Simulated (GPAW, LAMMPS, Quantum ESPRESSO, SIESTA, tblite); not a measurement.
# Amorphous Si0.8Ge0.2 (141 atoms), the geometry as built

Calculated values (Quantum ESPRESSO 7.5, Kohn-Sham DFT, PBE, SSSP efficiency 1.3.0 pseudopotentials, plane waves; sssp-1.3.0-efficiency; 45/360 Ry; levels smeared at 580 K; Γ point; density 2.91 g/cm³) for the geometry as built.

Extended XYZ; positions in Å, forces in eV/Å:

```xyz
141
Lattice="14.380 0.000 0.000 0.000 14.380 0.000 0.000 0.000 14.380" Properties=species:S:1:pos:R:3:forces:R:3 pbc="T T T"
Si 2.650 11.840 0.052 0.138 0.170 -0.137
Si 8.017 1.978 4.787 0.137 0.006 0.114
Si 3.114 11.766 4.412 -0.220 0.243 -0.071
Si 5.313 6.877 7.184 -0.042 0.057 -0.091
Si 12.177 11.087 5.151 0.017 -0.041 -0.366
Si 13.235 0.778 7.524 -0.017 0.513 -0.098
Si 9.662 3.567 7.303 0.303 -0.049 -0.147
Si 3.253 8.994 11.982 -0.010 0.852 0.225
Si 11.507 0.622 0.450 0.357 0.182 -0.215
Si 2.467 10.970 10.746 0.435 -0.017 -0.464
Si 1.817 5.321 8.494 0.082 -0.231 0.077
Si 5.834 5.820 3.302 0.198 0.023 -0.125
Si 8.088 6.110 10.051 0.057 0.111 -0.365
Si 9.217 6.403 4.385 0.031 0.203 0.147
Si 10.183 8.723 11.712 -0.018 0.385 -0.147
Si 13.068 6.417 11.196 -0.172 0.116 0.006
Si 13.850 0.967 14.254 -0.310 0.129 -0.291
Si 10.359 9.929 3.929 0.050 0.022 0.021
Si 6.434 3.954 4.922 0.352 0.138 0.193
Si 11.353 12.291 11.672 0.186 0.278 -0.267
Si 12.429 8.341 3.619 0.432 -0.440 0.388
Si 10.141 9.809 1.499 0.083 0.130 0.264
Si 12.223 10.078 12.219 -0.193 -0.287 -0.040
Si 10.396 5.106 13.862 -0.015 0.005 0.135
Si 13.807 8.263 1.659 -0.314 -0.514 -0.006
Si 5.014 1.949 10.519 -0.293 0.256 -0.134
Si 5.951 2.017 8.344 0.239 -0.001 -0.107
Si 6.073 3.595 11.909 0.137 0.142 -0.242
Si 4.963 0.674 3.938 0.062 -0.280 0.078
Si 6.554 0.247 5.639 -0.064 0.267 -0.028
Si 7.406 11.221 10.349 0.079 0.237 -0.074
Si 4.843 7.286 4.888 0.010 -0.119 -0.072
Si 2.565 3.333 13.936 0.033 0.044 0.207
Si 0.871 5.733 4.874 -0.089 -0.098 -0.049
Si 9.741 12.018 0.768 -0.069 0.206 0.178
Si 4.189 5.187 8.349 0.152 -0.223 0.133
Si 1.733 2.508 2.834 0.048 0.003 0.027
Si 1.033 4.140 6.641 -0.007 0.205 0.023
Si 10.298 2.136 5.571 -0.614 0.228 0.352
Si 0.160 11.392 2.418 0.286 0.385 0.318
Si 4.978 3.519 6.842 -0.210 -0.011 0.022
Si 6.691 12.032 2.136 -0.095 0.112 -0.081
Si 11.618 12.715 14.001 -0.096 0.145 0.141
Si 3.841 12.671 11.808 -0.407 -0.064 -0.165
Si 0.090 10.349 11.157 -0.382 -0.150 -0.099
Si 9.910 7.572 9.596 -0.424 -0.129 0.226
Si 10.474 14.353 10.842 0.166 0.010 -0.236
Si 13.847 4.145 11.532 0.018 0.067 -0.215
Si 8.267 4.822 0.581 -0.010 -0.056 -0.044
Si 4.325 9.546 1.006 0.073 0.160 -0.101
Si 11.694 7.089 13.087 0.250 -0.158 0.100
Si 4.656 5.669 1.160 -0.198 -0.180 0.676
Si 8.093 8.818 13.054 0.381 0.048 0.210
Si 11.132 2.365 2.225 0.168 0.140 -0.027
Si 7.355 2.685 1.250 0.199 0.029 -0.279
Si 10.247 13.747 2.485 -0.553 -0.523 0.053
Si 4.456 10.692 13.234 0.137 -0.620 0.007
Si 8.795 8.598 5.191 0.251 -0.066 -0.055
Si 1.519 3.925 10.389 -0.265 0.234 0.119
Si 3.525 3.644 1.719 -0.376 0.250 -0.407
Si 2.486 10.736 2.212 0.053 0.052 0.070
Si 6.093 1.926 13.736 0.155 -0.080 0.247
Si 2.229 11.551 8.409 -0.330 -0.281 0.594
Si 2.786 0.720 8.106 -0.028 -0.176 0.235
Si 7.574 12.384 14.299 0.020 0.007 0.292
Si 4.587 13.073 2.769 -0.014 -0.042 0.223
Si 14.114 11.728 8.962 0.618 0.072 0.441
Si 2.485 0.246 11.971 -0.052 -0.309 0.036
Si 13.176 7.894 7.574 0.122 -0.004 0.014
Si 2.664 1.815 10.216 0.231 -0.212 -0.110
Si 8.291 5.084 6.097 -0.067 -0.075 0.141
Si 8.838 8.797 7.654 -0.146 -0.128 0.246
Si 2.482 7.481 4.409 -0.008 0.348 0.079
Si 14.016 6.795 14.193 -0.129 -0.230 0.408
Si 14.247 13.522 3.360 -0.042 0.102 -0.158
Si 3.050 13.937 1.073 -0.157 -0.188 0.265
Si 11.709 4.227 8.345 0.110 0.021 0.083
Si 0.913 0.547 1.735 -0.014 -0.057 -0.105
Si 7.887 12.681 5.777 -0.153 0.178 0.188
Si 14.116 10.010 4.283 -0.199 0.044 0.045
Si 0.295 13.978 12.481 -0.095 0.040 0.048
Si 4.808 8.674 8.536 0.066 0.252 -0.102
Si 10.256 10.783 8.177 -0.122 0.198 0.131
Si 11.936 6.507 9.069 0.161 -0.062 -0.025
Si 12.090 9.196 0.188 0.091 -0.044 -0.045
Si 2.759 1.258 4.542 0.156 -0.128 -0.160
Si 4.623 5.252 10.741 0.173 0.180 -0.267
Si 13.298 13.312 10.662 0.087 0.231 -0.257
Si 6.821 9.924 8.429 0.129 -0.402 0.184
Si 1.805 7.195 12.946 0.005 -0.085 -0.066
Si 3.230 7.443 0.569 -0.206 0.369 -0.169
Si 6.754 13.318 9.418 -0.294 0.001 -0.327
Si 12.011 13.315 4.173 0.091 0.087 -0.363
Si 6.817 10.800 12.675 -0.058 -0.053 -0.041
Si 7.584 6.625 7.731 -0.238 -0.168 0.072
Si 8.255 2.350 8.747 0.038 -0.127 -0.121
Si 0.086 4.127 3.260 0.021 0.277 -0.211
Si 12.020 3.147 10.469 0.116 -0.175 -0.061
Si 13.801 4.766 1.038 0.298 0.096 0.430
Si 8.146 8.603 1.088 0.039 -0.015 -0.029
Si 0.481 7.981 11.023 -0.097 -0.059 0.171
Si 13.258 3.126 6.784 -0.083 -0.027 0.006
Si 0.887 13.664 7.471 0.092 0.305 -0.304
Si 13.309 11.265 0.420 -0.265 -0.177 0.244
Si 9.680 12.980 7.291 0.082 0.009 -0.076
Si 9.786 10.851 10.506 -0.188 -0.127 0.076
Si 11.523 4.616 1.527 -0.189 -0.166 -0.325
Si 12.398 0.924 9.750 -0.301 -0.114 0.218
Si 8.923 1.507 2.630 0.211 -0.281 0.003
Si 1.941 9.646 5.288 0.065 -0.170 0.178
Si 6.352 9.713 2.196 0.189 0.284 -0.078
Si 13.260 6.882 5.428 -0.270 0.276 -0.402
Si 5.172 14.181 7.652 0.127 0.016 0.395
Ge 8.731 12.059 3.639 -0.064 -0.039 -0.420
Ge 4.821 7.732 10.752 0.149 -0.370 -0.013
Ge 6.309 5.357 13.658 -0.218 -0.010 0.217
Ge 5.540 2.761 2.853 -0.176 -0.131 -0.378
Ge 6.273 10.969 6.339 -0.027 0.143 0.076
Ge 6.422 9.152 4.571 0.073 0.055 0.182
Ge 11.328 0.041 6.188 0.019 -0.021 -0.062
Ge 4.088 12.096 6.723 0.144 0.085 -0.345
Ge 2.822 2.523 6.499 -0.046 0.008 0.073
Ge 6.881 7.087 11.952 -0.175 0.271 -0.396
Ge 3.722 1.229 13.816 0.131 -0.007 -0.111
Ge 0.136 3.241 13.740 -0.197 -0.419 -0.053
Ge 1.796 8.389 2.259 -0.203 -0.530 -0.286
Ge 5.745 14.174 11.340 0.086 -0.180 -0.081
Ge 11.454 5.844 3.803 0.360 -0.315 -0.147
Ge 9.876 1.080 12.914 0.006 0.156 0.162
Ge 12.548 10.351 7.529 -0.200 0.097 -0.079
Ge 12.231 3.361 4.385 0.251 -0.015 0.211
Ge 8.191 3.800 10.688 -0.112 -0.132 0.159
Ge 2.536 9.272 7.679 -0.176 0.360 -0.101
Ge 0.975 7.604 8.669 0.093 0.035 0.016
Ge 0.594 11.725 13.193 0.106 -0.476 -0.090
Ge 8.863 0.020 9.082 -0.268 -0.059 0.034
Ge 2.700 5.028 12.191 0.388 0.037 -0.160
Ge 1.568 13.606 5.053 -0.159 -0.475 0.071
Ge 7.514 0.099 13.124 -0.103 0.249 0.024
Ge 10.165 3.393 12.073 0.244 0.071 0.089
Ge 7.968 6.466 2.305 0.193 -0.140 0.248
```

The quench rate of 10 K/ps is many orders above laboratory rates, so the cell is likely richer in defects and strain than a real sample. The network of bonds at the start is that of the classical potential that made the cell, and needn't be the one that DFT or experiment would give. Only the Γ point is sampled, in a cell whose shortest periodic width is 14 Å, which is coarse for a cell with partly filled levels.

The r.m.s. force component is 0.213 eV/Å; the longest force, 0.881 eV/Å, acts on Si8.

[Logs are printed without paths, hosts, clocks, repeated set-up lines and the standing remarks that a program may print on its own settings, such as how far it seeks lower states.]

[Hosts, paths, dates, database ids (printed as entryN), source tags and the programs' standing remarks are cut or masked in the printed files.]
